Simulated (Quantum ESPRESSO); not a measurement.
## Collinear magnetic orders of NiWO4 with Quantum ESPRESSO

A self-consistent run ends on one state, which hangs on the start. Several orders of NiWO4 are started in Quantum ESPRESSO and their energies compared.

Program: Quantum ESPRESSO 7.5. Level of theory: PBEsol with U = 6 eV on Ni d (ortho-atomic projectors); plane waves with GBRV 1.5 PBEsol potentials, no spin-orbit coupling. Results are calculated unless marked as measured.

## Step 1: Set-up

It takes space group P2/c (No. 13, monoclinic). Conventional cell: a = 4.599 Å, b = 5.661 Å, c = 4.907 Å, α = 90.00°, β = 90.03°, γ = 90.00°. Nearest to Ni lie 6 O at 1.99 to 2.07 Å. Nearest to W lie 6 O at 1.80 to 2.11 Å. Nearest to O lie 2 W at 1.96 to 2.11 Å and 1 Ni at 1.99 Å. Nearest to O lie 1 W at 1.80 Å and 2 Ni at 2.06 to 2.07 Å. Farther neighbours and most contacts between anions are not listed.

The cell comes from the Crystallography Open Database.

## Step 2: Start 1: ferro ++

The signs are those of the starting moments on the seeded atoms, the atoms that are given a moment.

The input, pw.in:

```
&CONTROL
  calculation = 'scf'
  prefix = 'pwscf'
  outdir = './tmp'
  pseudo_dir = './pseudo'
  disk_io = 'nowf'
/
&SYSTEM
  ibrav = 0
  nat = 12
  ntyp = 3
  ecutwfc = 40
  ecutrho = 280
  nbnd = 74
  occupations = 'smearing'
  smearing = 'fd'
  degauss = 0.00367493
  nspin = 2
  starting_magnetization(1) = 0.1111
  starting_magnetization(2) = 0
  starting_magnetization(3) = 0
/
&ELECTRONS
  conv_thr = 2.4d-08
  electron_maxstep = 150
  mixing_beta = 0.3
/
ATOMIC_SPECIES
Ni     58.6934 ni_pbesol_v1.4.uspp.F.UPF
W     183.8400 w_pbesol_v1.2.uspp.F.UPF
O      15.9990 o_pbesol_v1.2.uspp.F.UPF
CELL_PARAMETERS angstrom
   4.5992000000    0.0000000000    0.0000000000
   0.0000000000    5.6606000000    0.0000000000
  -0.0025691944    0.0000000000    4.9067993274
ATOMIC_POSITIONS crystal
Ni      0.5000000000    0.6616000000    0.2500000000
Ni      0.5000000000    0.3384000000    0.7500000000
W       0.0000000000    0.1786000000    0.2500000000
W       0.0000000000    0.8214000000    0.7500000000
O       0.2241000000    0.1105000000    0.9204000000
O       0.7759000000    0.1105000000    0.5796000000
O       0.7759000000    0.8895000000    0.0796000000
O       0.2241000000    0.8895000000    0.4204000000
O       0.2644000000    0.3772000000    0.3953000000
O       0.7356000000    0.3772000000    0.1047000000
O       0.7356000000    0.6228000000    0.6047000000
O       0.2644000000    0.6228000000    0.8953000000
K_POINTS automatic
4 4 4 0 0 0
HUBBARD {ortho-atomic}
U Ni-3d 6.0000
```

Run with:

```bash
$ OMP_NUM_THREADS=1 mpirun -n 4 pw.x -nk 4 -in pw.in > pw.out
```

Output:

```text
Program PWSCF v.7.5 starts

     Message from routine setup:
     using ibrav=0 with symmetry is DISCOURAGED, use correct ibrav instead

     K-points division:     npool     =       4
     Subspace diagonalization in iterative solution of the eigenvalue problem:

     G-vector sticks info
     --------------------
     sticks:   dense  smooth     PW     G-vecs:    dense   smooth      PW
     Sum        2075    1185    353                68251    29549    4765

     Using Slab Decomposition

     bravais-lattice index     =            0
     lattice parameter (alat)  =       8.6912  a.u.
     unit-cell volume          =     862.0643 (a.u.)^3
     number of atoms/cell      =           12
     number of atomic types    =            3
     number of electrons       =       112.00
     number of Kohn-Sham states=           74
     kinetic-energy cutoff     =      40.0000  Ry
     charge density cutoff     =     280.0000  Ry
     scf convergence threshold =      2.4E-08
     mixing beta               =       0.3000
     number of iterations used =            8  plain     mixing
     Exchange-correlation= SLA  PW   PSX  PSC
                           (   1   4  10   8   0   0   0)
     Hubbard projectors: ortho-atomic
     Hubbard parameters of DFT+U (Dudarev formulation) in eV:
     U(Ni-3d) =  6.0000

     Internal variables: lda_plus_u =T, lda_plus_u_kind = 0

     Internal variables: orbital_resolved =F, hub_pot_fix =F, apply_U = F

     celldm(1)=   8.691228  celldm(2)=   0.000000  celldm(3)=   0.000000
     celldm(4)=   0.000000  celldm(5)=   0.000000  celldm(6)=   0.000000

     crystal axes: (cart. coord. in units of alat)
               a(1) = (   1.000000   0.000000   0.000000 )
               a(2) = (   0.000000   1.230779   0.000000 )
               a(3) = (  -0.000559   0.000000   1.066881 )

     reciprocal axes: (cart. coord. in units 2 pi/alat)
               b(1) = (  1.000000 -0.000000  0.000524 )
               b(2) = (  0.000000  0.812493 -0.000000 )
               b(3) = (  0.000000  0.000000  0.937312 )

     PseudoPot. # 1 for Ni read from file:
     ni_pbesol_v1.4.uspp.F.UPF
     Pseudo is Ultrasoft + core correction, Zval = 18.0
     Generated by new atomic code, or converted to UPF format
     Using radial grid of  865 points,  6 beta functions with:
                l(1) =   0
                l(2) =   0
                l(3) =   1
                l(4) =   1
                l(5) =   2
                l(6) =   2
     Q(r) pseudized with 10 coefficients,  rinner =    0.980   0.980   0.980
                                                       0.980   0.980

     PseudoPot. # 2 for W  read from file:
     w_pbesol_v1.2.uspp.F.UPF
     Pseudo is Ultrasoft + core correction, Zval = 14.0
     Generated by new atomic code, or converted to UPF format
     Using radial grid of  923 points,  8 beta functions with:
                l(1) =   0
                l(2) =   0
                l(3) =   0
                l(4) =   1
                l(5) =   1
                l(6) =   2
                l(7) =   2
                l(8) =   3
     Q(r) pseudized with  6 coefficients,  rinner =    1.350   1.350   1.350
                                                       1.350   1.350   1.350
                                                       1.350

     PseudoPot. # 3 for O  read from file:
     o_pbesol_v1.2.uspp.F.UPF
     Pseudo is Ultrasoft + core correction, Zval =  6.0
     Generated by new atomic code, or converted to UPF format
     Using radial grid of  737 points,  5 beta functions with:
                l(1) =   0
                l(2) =   0
                l(3) =   1
                l(4) =   1
                l(5) =   2
     Q(r) pseudized with  8 coefficients,  rinner =    0.900   0.900   0.900
                                                       0.900   0.900

     atomic species   valence    mass     pseudopotential
     Ni               18.00    58.69340     Ni( 1.00)
     W                14.00   183.84000     W ( 1.00)
     O                 6.00    15.99900     O ( 1.00)

     Starting magnetic structure
     atomic species   magnetization
     Ni              0.111
     W               0.000
     O               0.000

      4 Sym. Ops., with inversion, found ( 2 have fractional translation)

   Cartesian axes

     site n.     atom                  positions (alat units)
         1        Ni     tau(   1) = (   0.4998603   0.8142836   0.2667203  )
         2        Ni     tau(   2) = (   0.4995810   0.4164957   0.8001608  )
         3        W      tau(   3) = (  -0.0001397   0.2198172   0.2667203  )
         4        W      tau(   4) = (  -0.0004190   1.0109621   0.8001608  )
         5        O      tau(   5) = (   0.2235858   0.1360011   0.9819573  )
         6        O      tau(   6) = (   0.7755762   0.1360011   0.6183643  )
         7        O      tau(   7) = (   0.7758555   1.0947782   0.0849237  )
         8        O      tau(   8) = (   0.2238652   1.0947782   0.4485168  )
         9        O      tau(   9) = (   0.2641792   0.4642499   0.4217381  )
        10        O      tau(  10) = (   0.7355415   0.4642499   0.1117024  )
        11        O      tau(  11) = (   0.7352622   0.7665293   0.6451430  )
        12        O      tau(  12) = (   0.2638999   0.7665293   0.9551786  )

     number of k points=    30  Fermi-Dirac smearing, width (Ry)=  0.0037
                       cart. coord. in units 2pi/alat
        k(    1) = (   0.0000000   0.0000000   0.0000000), wk =   0.0156250
        k(    2) = (   0.0000000   0.0000000   0.2343279), wk =   0.0312500
        k(    3) = (   0.0000000   0.0000000  -0.4686558), wk =   0.0156250
        k(    4) = (   0.0000000   0.2031233   0.0000000), wk =   0.0312500
        k(    5) = (   0.0000000   0.2031233   0.2343279), wk =   0.0625000
        [... 25 further k-points ...]

     Dense  grid:    68251 G-vectors     FFT dimensions: (  48,  60,  50)

     Smooth grid:    29549 G-vectors     FFT dimensions: (  36,  45,  40)

     Check: negative core charge=   -0.000006
     Generating pointlists ...
     new r_m :   0.1788 (alat units)  1.5541 (a.u.) for type    1
     new r_m :   0.1617 (alat units)  1.4053 (a.u.) for type    2
     new r_m :   0.1617 (alat units)  1.4053 (a.u.) for type    3

     Initial potential from superposition of free atoms

     starting charge     107.7994, renormalised to     112.0000

     negative rho (up, down):  6.456E-02 6.456E-02

     STARTING HUBBARD OCCUPATIONS:

     =================== HUBBARD OCCUPATIONS ===================
     ------------------------ ATOM    1 ------------------------
     Tr[ns(  1)] (up, down, total) =   5.00000  3.00000  8.00000
     Atomic magnetic moment for atom   1 =   2.00000
     [... lines left out ...]
     ------------------------ ATOM    2 ------------------------
     Tr[ns(  2)] (up, down, total) =   5.00000  3.00000  8.00000
     Atomic magnetic moment for atom   2 =   2.00000
     [... lines left out ...]
     Number of occupied Hubbard levels =   16.0000

     Atomic wfc used for Hubbard projectors are orthogonalized

     Starting wfcs are   84 randomized atomic wfcs

     Self-consistent Calculation

     iteration #  1     ecut=    40.00 Ry     beta= 0.30
     Davidson diagonalization with overlap
     ethr =  1.00E-02,  avg # of iterations =  3.5

     =================== HUBBARD OCCUPATIONS ===================
     ------------------------ ATOM    1 ------------------------
     Tr[ns(  1)] (up, down, total) =   4.84664  2.93336  7.78000
     Atomic magnetic moment for atom   1 =   1.91327
     [... lines left out ...]
     ------------------------ ATOM    2 ------------------------
     Tr[ns(  2)] (up, down, total) =   4.84664  2.93336  7.78000
     Atomic magnetic moment for atom   2 =   1.91327
     [... lines left out ...]
     Number of occupied Hubbard levels =   15.5600

     negative rho (up, down):  6.280E-02 6.281E-02

     total energy              =   -1260.32521450 Ry
     estimated scf accuracy    <      10.89979370 Ry

     total magnetization       =     4.00 Bohr mag/cell
     absolute magnetization    =     4.30 Bohr mag/cell

     iteration #  2     ecut=    40.00 Ry     beta= 0.30
     Davidson diagonalization with overlap
     ethr =  9.73E-03,  avg # of iterations =  2.0

     negative rho (up, down):  6.315E-02 6.311E-02

     total energy              =   -1262.13667580 Ry
     estimated scf accuracy    <       0.45129750 Ry

     total magnetization       =     4.00 Bohr mag/cell
     absolute magnetization    =     4.07 Bohr mag/cell

     iteration #  3     ecut=    40.00 Ry     beta= 0.30
     Davidson diagonalization with overlap
     ethr =  4.03E-04,  avg # of iterations =  3.3

     negative rho (up, down):  6.344E-02 6.330E-02

     total energy              =   -1262.17221440 Ry
     estimated scf accuracy    <       0.10692329 Ry

     total magnetization       =     4.00 Bohr mag/cell
     absolute magnetization    =     4.07 Bohr mag/cell

     [... further iterations left out ...]

     iteration # 14     ecut=    40.00 Ry     beta= 0.30
     Davidson diagonalization with overlap
     ethr =  3.21E-10,  avg # of iterations =  2.0

     negative rho (up, down):  6.348E-02 6.326E-02

     total energy              =   -1262.18727013 Ry
     estimated scf accuracy    <       0.00000008 Ry

     total magnetization       =     4.00 Bohr mag/cell
     absolute magnetization    =     4.08 Bohr mag/cell

     iteration # 15     ecut=    40.00 Ry     beta= 0.30
     Davidson diagonalization with overlap
     ethr =  7.25E-11,  avg # of iterations =  1.1

     negative rho (up, down):  6.348E-02 6.326E-02

     total energy              =   -1262.18727037 Ry
     estimated scf accuracy    <       0.00000004 Ry

     total magnetization       =     4.00 Bohr mag/cell
     absolute magnetization    =     4.08 Bohr mag/cell

     iteration # 16     ecut=    40.00 Ry     beta= 0.30
     Davidson diagonalization with overlap
     ethr =  3.71E-11,  avg # of iterations =  1.0

     negative rho (up, down):  6.348E-02 6.326E-02

     total energy              =   -1262.18727049 Ry
     estimated scf accuracy    <       0.00000003 Ry

     total magnetization       =     4.00 Bohr mag/cell
     absolute magnetization    =     4.08 Bohr mag/cell

     iteration # 17     ecut=    40.00 Ry     beta= 0.30
     Davidson diagonalization with overlap
     ethr =  2.77E-11,  avg # of iterations =  1.0

     negative rho (up, down):  6.348E-02 6.326E-02

     Magnetic moment per site  (integrated on atomic sphere of radius R)
     atom   1 (R=0.179)  charge= 15.3712  magn=  1.6951
     atom   2 (R=0.179)  charge= 15.3712  magn=  1.6951
     atom   3 (R=0.162)  charge=  7.7709  magn=  0.0263
     atom   4 (R=0.162)  charge=  7.7709  magn=  0.0263
     atom   5 (R=0.162)  charge=  5.0127  magn=  0.0325
     atom   6 (R=0.162)  charge=  5.0127  magn=  0.0325
     atom   7 (R=0.162)  charge=  5.0127  magn=  0.0325
     atom   8 (R=0.162)  charge=  5.0127  magn=  0.0325
     atom   9 (R=0.162)  charge=  5.0247  magn=  0.0488
     atom  10 (R=0.162)  charge=  5.0247  magn=  0.0488
     atom  11 (R=0.162)  charge=  5.0247  magn=  0.0488
     atom  12 (R=0.162)  charge=  5.0247  magn=  0.0488

     End of self-consistent calculation

     =================== HUBBARD OCCUPATIONS ===================
     ------------------------ ATOM    1 ------------------------
     Tr[ns(  1)] (up, down, total) =   4.96039  3.22250  8.18289
     Atomic magnetic moment for atom   1 =   1.73788
     [... lines left out ...]
     ------------------------ ATOM    2 ------------------------
     Tr[ns(  2)] (up, down, total) =   4.96039  3.22250  8.18289
     Atomic magnetic moment for atom   2 =   1.73788
     [... lines left out ...]
     Number of occupied Hubbard levels =   16.3658

     [... lines left out ...]
     the Fermi energy is    11.0665 ev

!    total energy              =   -1262.18727062 Ry
     estimated scf accuracy    <       0.00000002 Ry
     smearing contrib. (-TS)   =      -0.00000000 Ry
     internal energy E=F+TS    =   -1262.18727062 Ry

     The total energy is F=E-TS. E is the sum of the following terms:
     one-electron contribution =    -671.53829531 Ry
     hartree contribution      =     393.19757535 Ry
     xc contribution           =    -209.68172797 Ry
     ewald contribution        =    -774.29432227 Ry
     Hubbard energy            =       0.12949957 Ry

     total magnetization       =     4.00 Bohr mag/cell
     absolute magnetization    =     4.08 Bohr mag/cell

     convergence has been achieved in  17 iterations

=------------------------------------------------------------------------------=
   JOB DONE.
=------------------------------------------------------------------------------=
```

Wall time 2 min (4 MPI ranks of Intel Xeon Platinum 8488C (Sapphire Rapids), shared host); peak memory 1.2 GiB; 8 min of CPU time.

Spin moment in the atom's sphere by atom:

| atom | spin moment in the atom's sphere (μB) |
| --- | --- |
| Ni1 | 1.70 |
| Ni2 | 1.70 |
| W3 | 0.03 |
| W4 | 0.03 |
| O5 | 0.03 |
| O6 | 0.03 |
| O7 | 0.03 |
| O8 | 0.03 |
| O9 | 0.05 |
| O10 | 0.05 |
| O11 | 0.05 |
| O12 | 0.05 |

Read from the output:

| Item | Value |
| --- | --- |
| smearing term TS | 3.09e-11 eV |
| magnetization | 4 μB |
| absolute magnetization | 4.076 μB |
| final state | ferromagnetic |

(Part 1 of 3 ends here.)

[Logs and program files are shortened in this print: banners, set-up blocks, solver, clock and traceback lines can be left out without a mark of their own.]

[Logs are printed without paths, hosts, clocks, repeated set-up lines and the standing remarks that a program may print on its own settings, such as how far it seeks lower states.]

[Hosts, paths, dates, database ids (printed as entryN), source tags and the programs' standing remarks are cut or masked in the printed files.]

[Where a cell is said to come from a database of computed structures, the database is the Materials Project.]
